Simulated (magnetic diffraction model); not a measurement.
**Magnetic neutron pattern of HoEr₂TaO₇**

Space group C222_1 (no. 20), a = 7.4250 Å, b = 10.3510 Å, c = 7.4200 Å.

```
site  atom       x       y       z
  4a    Ta  0.9979       0       0
  8c    Er  0.2384  0.7700  0.2601
  4a    Ho  0.4714       0       0
  8c     O  0.2074  0.1172  0.0249
  8c     O  0.8233  0.8647  0.9496
  4b     O     1/2  0.8668     1/4
  4b     O     1/2  0.8538     3/4
  4b     O     1/2  0.4253     1/4
```

The compound is invented for this exercise: a known structure type with other elements, its cell scaled to their sizes and not relaxed.

Only Er and Ho are taken to order (form factors of Er3+ and Ho3+); orders and moment sizes are assumed, and not adapted to the symmetry. Radiation: neutrons of λ = 2.0775 Å, 3° to 40°; isotropic B of 0.47 Å² (Ta), 0.41 Å² (Er), 0.36 Å² (Ho) and 0.76 Å² (O). Simulated constant-wavelength pattern: nuclear and magnetic terms add, the magnetic one as |2.695 fm × Σ f S⊥ exp(2πi Q·r) exp(−B s²)|², summed over all Q at one angle with the factor 1/(sin²θ cos θ). For collinear order S is the moment m, which repeats by lattice and centring translations R with the sign exp(−2πi k·R). Free-ion form factors, Sears's scattering lengths of 1992, no absorption; a label names one of the reflections at its angle. The strongest nuclear line in the range is 100, and lines under 0.2 are left out.

Assume the order k = (1/2 1/2 1/2), collinear moments along [001], 8.5 μB on Er and 7.5 μB on Ho; signs + at (0.2384, 0.7700, 0.2601), − at (0.7616, 0.2300, 0.7601), + at (0.2384, 0.2300, 0.7399), − at (0.7616, 0.7700, 0.2399), + at (0.4714, 0, 0), + at (0.5286, 0, 1/2).

Q: Where does magnetic intensity appear, and how strong is it?

```tsv
2θ (°)	index	nuclear	magnetic
12.74	(1/2 1/2 1/2)	0.0	7487.2
19.83	(1 1 0)	33.9	0.0
20.76	(1/2 -3/2 1/2)	0.0	1420.4
23.16	(0 2 0)	1.1	0.0
25.64	(1 1 1)	88.8	0.0
26.22	(3/2 -1/2 1/2)	0.0	632.2
26.23	(1/2 1/2 3/2)	0.0	197.4
28.33	(0 2 1)	27.9	0.0
31.04	(3/2 3/2 1/2)	0.0	1735.2
31.05	(1/2 -3/2 3/2)	0.0	787.4
31.29	(1/2 5/2 1/2)	0.0	976.4
32.50	(2 0 0)	0.3	0.0
32.52	(0 0 2)	5.7	0.0
35.05	(3/2 -1/2 3/2)	0.0	680.2
36.46	(2 0 1)	56.9	0.0
38.38	(1 1 2)	100.0	0.0
38.78	(1 3 0)	16.4	0.0
38.88	(3/2 3/2 3/2)	0.0	168.7
39.08	(3/2 -5/2 1/2)	0.0	966.8
39.09	(1/2 5/2 3/2)	0.0	613.9
```

The strongest magnetic line in the range is (1/2 1/2 1/2) at 12.74° (7487.2). On top of the Lorentz factor, which all lines share, magnetic lines fade with angle because f falls: for Er3+ it is 0.96, 0.86, 0.73 and 0.47 at sin θ/λ = 0.1, 0.2, 0.3 and 0.5 Å⁻¹, while nuclear lengths stay constant. The order has no net moment.

[Logs are printed without paths, hosts, clocks, repeated set-up lines and the standing remarks that a program may print on its own settings, such as how far it seeks lower states.]
